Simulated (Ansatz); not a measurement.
# Phonons of La2O3 (P-3m1) against volume, part 2 of 4

Wanted: Grüneisen parameters and pressure coefficients of the modes of La2O3 (P-3m1).

Ansatz 0.2.0; DFT PBE, scalar-relativistic, plane waves, PAW; PAW set soft_1.

So far, pressure (GPa): step 2 (bringing the structure to rest) 0.00301.

### Step 3. Tight relaxation

Phonons need small forces and stress, so the relaxation is finished with tight tolerances on 9×9×4 k points.

input.yaml

```yaml
crystal:
  lattice:
    - [3.9405726066, 0.0, 0.0]
    - [-1.9702863033, 3.4126359827, 0.0]
    - [0.0, 0.0, 6.1878907249]
  atoms:
    - { symbol: O, position: [0.6666666667, 0.3333333333, 0.3546891775] }
    - { symbol: O, position: [0.3333333333, 0.6666666667, 0.6453108225] }
    - { symbol: O, position: [0.0, 0.0, 0.0] }
    - { symbol: La, position: [0.6666666667, 0.3333333333, 0.7526282288] }
    - { symbol: La, position: [0.3333333333, 0.6666666667, 0.2473717712] }
kpoints:
  mp_grid: { grid: [9, 9, 4] }
hamiltonian:
  xc: pbe
  pseudopotentials: { kind: paw, azcp: { folder: soft_1 } }
scf:
  occupations: { method: fixed }
output:
  forces: true
  stress: true
  eigenvalues: true
  write_density: true
  write_potential: true
  elf: true
  volumetric_format: npy
relax:
  adjacent_minimum: "off"
  f_tol: 0.001
  max_steps: 60
  cell: { stress_tol: 0.01 }
```

The run is started by

```sh
$ ansatz run input.yaml --threads 4 --pin off --max-ram 16384MiB --backend cpu --events-out ev --progress --plain --runs-dir out
```

Numbers of over 12 decimals in the logs are rounded to 6 here.

The program printed:

```text
[...]
Crystal: 5 atoms, lattice volume = 83.213 Å³
Basis set: ecut = 420 eV, 1665 PW (Γ), exchange–correlation on 54×54×90 points (8 copies of the dense FFT grid, shifted against one another)
Bands: 25, of which v1, the nominal top of the filled ones, is band 20 counted from 1 (19 counted from 0)
Symmetry: 12 space group operations
[...]
k-points: 43 of 324
[...]
cell:  # Å, volume = 83.2131 Å³
    - [3.940573, 0.0, 0.0]
    - [-1.970286, 3.412636, 0.0]
    - [0.0, 0.0, 6.1878907249]
  atoms:
    - { symbol: O, position: [0.666667, 0.333333, 0.354689] }
    - { symbol: O, position: [0.333333, 0.666667, 0.645311] }
    - { symbol: O, position: [0.0, 0.0, 0.0] }
    - { symbol: La, position: [0.666667, 0.333333, 0.752628] }
    - { symbol: La, position: [0.333333, 0.666667, 0.247372] }
[key lines of the parts left out:]
SCF converged after 7 iterations
Free energy (F): -14212.497288 eV
Fermi energy:    9.390165 eV
P = ⅓ Tr σ = 0.0030 GPa (0.030 kbar)
```

Elapsed: 2.4 s, on 4 threads of Intel Xeon 6975P-C (Granite Rapids), shared host; peak memory 0.62 GiB; 8.6 s of CPU time.

Little changed from the start: no atom moved by 0.005 Å and no cell edge by 0.1 %.

Numbers from this step:

| Property | Result |
| --- | --- |
| pressure | 0.003019 GPa |

Electrostatic potential energy in the ac plane at fractional y = 0.333, with atoms of O and La within 0.2 Å of it. With pseudopotentials it is smooth inside the atoms' cores, unlike the true potential.

Ten even steps from '0' (-29 eV) to '9' (14 eV), each cell a mean:
```
99999998777889
99999986544678
99999863000257
89999740011026
89998630264015
89998730253015
89999751000036
99999874211368
99999987656789
99999999888899
99999999888999
99999998423799
98889995100389
88778994000289
87777896211599
87667899867998
87777899999999
88888999999999
99889999999999
99999999999999
99999999999999
```
Columns run along a (3.9 Å; values clipped at the 3rd and 97th percentile), rows up along c (6.2 Å). Atoms in or near the plane, at fractional coordinates: O at (0.67, 0.35), La at (0.67, 0.75).

Valence density in the ac plane at fractional y = 0.333, with atoms of O and La within 0.2 Å of it. It is the smooth field of the valence electrons, not physical close to the nuclei.

Ten steps, logarithmic in the rise over the least value, from '_' (0.0 e/Å³) to '@' (7.4 e/Å³), each cell a mean:
```
..::::::......::::--::::....
............::--==++====--::
..........::==++********==--
::..__....--++**********++==
::......::--++************==
::......::--++************==
::::::::::--==**********++--
::::::::::::--++++****++==::
............::--======--::..
____....____..::------::....
__________..::--==++++==::..
..________..--++######**--::
..........::==**%%@@@@##++--
::::::::::::==##@@@@@@##++--
::--------::--**##%%%%**==--
::--==----::::==++**++==--::
::--------::..::------::::..
::::----::..............__..
..::::::....________________
..::::::....________________
..::::::....______________..
```
Columns run along a (3.9 Å), rows up along c (6.2 Å). Atoms in or near the plane, at fractional coordinates: O at (0.67, 0.35), La at (0.67, 0.75).

ELF in the ac plane at fractional y = 0.333, with atoms of O and La within 0.2 Å of it. It is the smooth field of the valence electrons, not physical close to the nuclei.

Ten even steps from '0' (0.03) to '9' (0.83), each cell a mean:
```
24542102454310
12321027899741
00000269999983
10000489746996
10001598301797
11221498412796
12431379867984
13542148999862
13542013565410
01221001222100
00000025777631
00000259999973
00110269867984
12431269856983
24763149988962
25764127999841
24553114677510
12221001233100
01110000000000
12221100000000
24443100000001
```
Columns run along a (3.9 Å), rows up along c (6.2 Å). Atoms in or near the plane, at fractional coordinates: O at (0.67, 0.35), La at (0.67, 0.75).

The largest force component left is 0.023 meV/Å and the pressure is 0.003 GPa, within the tolerances set. The cell now holds 16.64 Å³/atom.

### Step 4. Modes at rest

The modes at rest are the reference of the series, and the response to a field gives the dielectric tensor and the Born charges.

input.yaml: that of step 3 with these lines changed.

```diff
@@ -19,13 +19,7 @@
 output:
-  forces: true
-  stress: true
   eigenvalues: true
-  write_density: true
-  write_potential: true
-  elf: true
-  volumetric_format: npy
-relax:
-  adjacent_minimum: "off"
-  f_tol: 0.001
-  max_steps: 60
-  cell: { stress_tol: 0.01 }
+phonons:
+  method: dfpt
+  dielectric: true
+  rigid_motions: translations
+  raman: true
```

The program printed:

```text
[...]
Crystal: 5 atoms, lattice volume = 83.213 Å³
Basis set: ecut = 420 eV, 1665 PW (Γ), exchange–correlation on 54×54×90 points (8 copies of the dense FFT grid, shifted against one another)
Bands: 25, of which v1, the nominal top of the filled ones, is band 20 counted from 1 (19 counted from 0)
Symmetry: 12 space group operations
k-points: 95 of 324 (irreducible under 2 space group operations, time reversal used)
[...]
SCF iter   1: F=—  HF=-14212.872536 eV  |F-HF|=—  |Δ(HF+E_count)|=         —  Δρ=6.19e-2  dr2=3.03e0  ethr=3.10e-3  ⟨swp⟩=4.0  Hψ=9713  notcnv=0  defer=141
[...]
SCF iter  12: F=-14212.497288 eV  HF=-14212.497288 eV  |F-HF|=3.64e-12  |Δ(HF+E_count)|=  5.00e-10  Δρ=1.67e-7  dr2=1.96e-11  ethr=1.00e-12  ⟨swp⟩=19.9  Hψ=19975  notcnv=0
SCF 1 converged in 12 iterations: F = -14212.497288 eV  dr2 = 1.96e-11
[...]
NSCF: frozen V_eff on 4 k-points
DFPT response loops at Γ: preconditioner auto → Resta (q_TF=auto, 2.415 Å⁻¹)  ε∞=3.9 (no band partly filled); β = 1.00, the filter's whole step (`scf.mixing.beta` (0.50) is not read by the response loops at its default; to damp them type it under 1.00, their step now; it binds the ground state too); Broyden in place of MSR1
── the response to a field inside a basis, on 10×10×4 k-points: an SCF that follows is theirs, and a resumed run solves both again ──
Bands: 21, of which v1, the nominal top of the filled ones, is band 20 counted from 1 (19 counted from 0)
k-points: 110 of 400 (irreducible under 4 space group operations)
[...]
Eigensolver: Dense (110 Hₖ)
SCF iter   1: F=—  HF=-14212.486329 eV  |F-HF|=—  |Δ(HF+E_count)|=         —  Δρ=2.33e-4  dr2=9.77e-6  ethr=1.00e-1
[...]
SCF iter   7: F=-14212.486333 eV  HF=-14212.486333 eV  |F-HF|=7.64e-11  |Δ(HF+E_count)|=  8.11e-10  Δρ=2.39e-7  dr2=8.40e-11  ethr=3.60e-12
SCF 1 converged in 7 iterations: F = -14212.486333 eV  dr2 = 8.40e-11
[...]
SCF converged after 12 iterations
Free energy (F): -14212.497288 eV
[...]
Internal energy: -14212.497288 eV  (E = F + TS)
E sigma→0 (E₀):  -14212.497288 eV
Fermi energy:    9.390162 eV
[...]
--- Band table (eV; the first three rows and the last of 95) ---
  k-point 0: bands = [... 16 lower, 7.7866, 9.0552, 9.0552, 9.3090, 13.6301, 13.9902, 13.9902, 14.4474, ... 1 higher]
  k-point 1: bands = [... 16 lower, 8.1300, 9.0208, 9.0953, 9.0953, 13.7702, 14.0401, 14.0401, 14.4470, ... 1 higher]
  k-point 2: bands = [... 16 lower, 8.4266, 8.6494, 9.1407, 9.1407, 13.9994, 14.0848, 14.0848, 14.2285, ... 1 higher]
  k-point 94: bands = [... 16 lower, 8.6800, 8.7650, 9.1406, 9.3863, 13.8680, 13.9996, 14.1054, 14.4791, ... 1 higher]
--- Phonons (Γ-DFPT): 6 representative perturbations + reference, on 95 of 324 k-points (Σ response iterations 23) ---
  k mesh reduced under 2 symmetry operations, with k and −k counted as one. Each operation leaves every solved perturbation unchanged. A smaller set is not considered because the run solves the response to a homogeneous field
  ASR residual: 1.748e-4 → 0.000e0 eV/Å²; symmetrization residual: 1.860e-6 eV/Å²
  ASR residual per site (eV/Å²): 8.71e-5 8.71e-5 1.75e-4 3.56e-5 3.56e-5
  Γ frequencies (cm⁻¹): 0.00 0.00 0.00 97.46 97.46 164.57 164.57 173.30 180.56 343.83 343.83 379.03 379.03 380.98 425.77
  ε∞ (high-frequency dielectric tensor):
        4.810499    -0.000000     0.000000
       -0.000000     4.810499     0.000000
        0.000000     0.000000     4.686909
  ε⁰ (static dielectric tensor: ions relaxed, cell fixed):
       30.552556    -0.000000    -0.000000
       -0.000000    30.552556    -0.000000
       -0.000000    -0.000000    31.037794
  ε⁰ − ε∞ (ionic part):
       25.742057    -0.000000    -0.000000
       -0.000000    25.742057    -0.000000
       -0.000000    -0.000000    26.350886
  softest optical mode at Γ: 97.46 cm⁻¹; the repairs (sum rule, projections) moved no ω² at Γ by more than (1.86 cm⁻¹)²
  Born effective charges Z* (e; rows j = field, columns β = displacement):
    site 0:
        -2.86733    0.00000   -0.00000
         0.00000   -2.86733    0.00000
         0.00000    0.00000   -2.51803
    site 1:
        -2.86733    0.00000   -0.00000
        -0.00000   -2.86733    0.00000
         0.00000    0.00000   -2.51803
    site 2:
        -2.69201    0.00000   -0.00000
        -0.00000   -2.69201    0.00000
        -0.00000    0.00000   -2.59506
    site 3:
         4.21334    0.00000    0.00000
        -0.00000    4.21334   -0.00000
        -0.00000   -0.00000    3.81556
    site 4:
         4.21334    0.00000   -0.00000
        -0.00000    4.21334   -0.00000
        -0.00000   -0.00000    3.81556
  Z* charge neutrality: 1.499e-3 e pre-enforcement
  solved inside a basis spanned on kpoints, on 10×10×4 k-points: ε∞ is read to err by 1.3e-2, Z* by 1.4e-2 e (field_mesh: kpoints solves on kpoints); Z* is corrected for what the basis lacks
  Raman tensors (in the event stream and the table raman_tensors.tsv): an entry may err by 1.5e-1 Å², one of the second-order susceptibility by 5.1e-20 pm/V (basis, points and sum rule); their sum over the sites missed zero by 1.332e-15 Å² ahead of its enforcement
  optical modes at Γ without the LO–TO term, one row a degenerate level:
      ω (cm⁻¹)  modes    IR ((D/Å)²/amu)  static Raman (Å⁴/amu)  depolarisation
         97.46      2             0.0000                 3.6003           0.750
        164.57      2            46.7604                 0.0000               —
        173.30      1            30.4878                 0.0000               —
        180.56      1             0.0000                 6.1374           0.330
        343.83      2            33.3564                 0.0000               —
        379.03      2             0.0000               141.7156           0.750
        380.98      1             0.0000                58.1544           0.690
        425.77      1             2.3454                 0.0000               —
  optical modes at Γ + LO–TO along q̂ = [1.0000, 0.0000, 0.0000]:
      ω (cm⁻¹)  modes    IR ((D/Å)²/amu)  static Raman (Å⁴/amu)  depolarisation
         97.46      2             0.0000                 3.6003           0.750
        164.57      1            23.3802                 0.0000               —
        173.30      1            30.4878                 0.0000               —
        180.56      1             0.0000                 6.1374           0.330
        265.64      1             1.7870                 0.0000               —
        343.83      1            16.6782                 0.0000               —
        379.03      2             0.0000               141.7156           0.750
        380.98      1             0.0000                58.1544           0.690
        425.77      1             2.3454                 0.0000               —
        536.82      1            38.2714                 0.0000               —
  optical modes at Γ + LO–TO along q̂ = [0.0000, 1.0000, 0.0000]:
      ω (cm⁻¹)  modes    IR ((D/Å)²/amu)  static Raman (Å⁴/amu)  depolarisation
         97.46      2             0.0000                 3.6003           0.750
        164.57      1            23.3802                 0.0000               —
        173.30      1            30.4878                 0.0000               —
        180.56      1             0.0000                 6.1374           0.330
        265.64      1             1.7870                 0.0000               —
        343.83      1            16.6782                 0.0000               —
        379.03      2             0.0000               141.7156           0.750
        380.98      1             0.0000                58.1544           0.690
        425.77      1             2.3454                 0.0000               —
        536.82      1            38.2714                 0.0000               —
  optical modes at Γ + LO–TO along q̂ = [0.0000, 0.0000, 1.0000]:
      ω (cm⁻¹)  modes    IR ((D/Å)²/amu)  static Raman (Å⁴/amu)  depolarisation
         97.46      2             0.0000                 3.6003           0.750
        164.57      2            46.7604                 0.0000               —
        180.56      1             0.0000                 6.1374           0.330
        343.83      2            33.3564                 0.0000               —
        379.03      2             0.0000               141.7156           0.750
        380.98      1             0.0000                58.1544           0.690
        386.23      1             7.5603                 0.0000               —
        491.63      1            25.2729                 0.0000               —
```

Wall time 3.3 min (4 threads); peak memory 2.5 GiB.

The column dr2 measures how far the density is from self-consistency, as an energy; F and HF (Harris–Foulkes) agree once it is small.

Numbers from this step:

```
sum-rule residual before enforcement                    : 1.75e-4 eV/Å²
miss of the charge sum rule                             : 0.001499 e
estimated error of the dielectric tensor                : 0.01319
estimated error of the Born charges                     : 0.01417 e
point group                                             : -3m
highest optical mode at the zone centre (no LO-TO term) : 425.8 cm⁻¹
lowest optical zone-centre mode                         : 97.46 cm⁻¹
mean high-frequency dielectric constant                 : 4.769
largest Born charge (third of the trace)                : 4.081 e
mean static dielectric constant                         : 30.71
top of the zone-centre spectrum with the field          : 536.8 cm⁻¹
```

Without the LO-TO term. Patterns of degenerate modes are one choice out of their space. Modes at Γ, with each element's share of the kinetic energy:

| mode | frequency (cm⁻¹) | symmetry | O % | La % |
| --- | --- | --- | --- | --- |
| 1 | 0.0 | acoustic | 15 | 85 |
| 2 | 0.0 | acoustic | 15 | 85 |
| 3 | 0.0 | acoustic | 15 | 85 |
| 4 | 97.5 | Eg | 2 | 98 |
| 5 | 97.5 | Eg | 2 | 98 |
| 6 | 164.6 | Eu | 91 | 9 |
| 7 | 164.6 | Eu | 91 | 9 |
| 8 | 173.3 | A2u | 86 | 14 |
| 9 | 180.6 | A1g | 6 | 94 |
| 10 | 343.8 | Eu | 94 | 6 |
| 11 | 343.8 | Eu | 94 | 6 |
| 12 | 379.0 | Eg | 98 | 2 |
| 13 | 379.0 | Eg | 98 | 2 |
| 14 | 381.0 | A1g | 94 | 6 |
| 15 | 425.8 | A2u | 99 | 1 |

Displacements in mode 4 (97.5 cm⁻¹), the largest set to 1:
```
O1   0.12  0.42  0.00
O2  -0.12 -0.42  0.00
O3   0.00  0.00  0.00
La4 -0.29 -1.00  0.00
La5  0.29  1.00  0.00
```

Displacements in mode 14 (381.0 cm⁻¹), the largest set to 1:
```
O1   0.00  0.00  1.00
O2   0.00  0.00 -1.00
O3   0.00  0.00  0.00
La4  0.00  0.00  0.09
La5  0.00  0.00 -0.09
```

Optical modes at the zone centre, without and with the macroscopic field of the longitudinal modes; each column is sorted by frequency, so a row need not hold one and the same mode. Modes with and without the field, by row:

| rank among optical modes | no field (cm⁻¹) | q along (1, 0, 0) (cm⁻¹) | q along (0, 0, 1) (cm⁻¹) |
| --- | --- | --- | --- |
| 1 | 97.5 | 97.5 | 97.5 |
| 2 | 97.5 | 97.5 | 97.5 |
| 3 | 164.6 | 164.6 | 164.6 |
| 4 | 164.6 | 173.3 | 164.6 |
| 5 | 173.3 | 180.6 | 180.6 |
| 6 | 180.6 | 265.6 | 343.8 |
| 7 | 343.8 | 343.8 | 343.8 |
| 8 | 343.8 | 379 | 379 |
| 9 | 379 | 379 | 379 |
| 10 | 379 | 381 | 381 |
| 11 | 381 | 425.8 | 386.2 |
| 12 | 425.8 | 536.8 | 491.6 |

Born charge (rows field, columns displacement) (e), principal values of the symmetric part by kind of site:

| atom | atoms with these values | low | middle | high | mean |
| --- | --- | --- | --- | --- | --- |
| O1 | 2 | -2.87 | -2.87 | -2.52 | -2.75 |
| O3 | 1 | -2.69 | -2.69 | -2.60 | -2.66 |
| La4 | 2 | 3.82 | 4.21 | 4.21 | 4.08 |

In full for La4:

```
4.21 0.00 0.00
0.00 4.21 0.00
0.00 0.00 3.82
```

High-frequency dielectric tensor:

```
4.81 0.00 0.00
0.00 4.81 0.00
0.00 0.00 4.69
```

Static dielectric tensor (ions relaxed, fixed cell):

```
30.55  0.00  0.00
 0.00 30.55  0.00
 0.00  0.00 31.04
```

Transverse modes. Infrared lines, with heights relative to the strongest:

| position (cm⁻¹) | label | relative intensity |
| --- | --- | --- |
| 98 | Eg | 0.0 |
| 165 | Eu | 100 |
| 173 | A2u | 65 |
| 181 | A1g | 0.0 |
| 344 | Eu | 71 |
| 379 | Eg | 0.0 |
| 381 | A1g | 0.0 |
| 426 | A2u | 5.0 |

Activity x (w_L - w)^4 (n + 1)/w, 532 nm, 300 K; modes without the macroscopic field alone. Lines of the Raman spectrum (strongest = 100):

| position (cm⁻¹) | label | relative intensity |
| --- | --- | --- |
| 98 | Eg | 24 |
| 165 | Eu | 0.0 |
| 173 | A2u | 0.0 |
| 181 | A1g | 14 |
| 344 | Eu | 0.0 |
| 379 | Eg | 100 |
| 381 | A1g | 41 |
| 426 | A2u | 0.0 |

Before it was imposed, the acoustic sum rule was missed by 1.7e-4 eV/Å² and the charge sum rule by 0.0015 e. Small misses are needed for a sound result but don't prove that mesh and cutoff are converged. The lowest optical mode is real, 97.5 cm⁻¹.

(Continued in part 3 of 4.)

[Logs are printed without paths, hosts, clocks, repeated set-up lines and the standing remarks that a program may print on its own settings, such as how far it seeks lower states.]

[Hosts, paths, dates, database ids (printed as entryN), source tags and the programs' standing remarks are cut or masked in the printed files.]
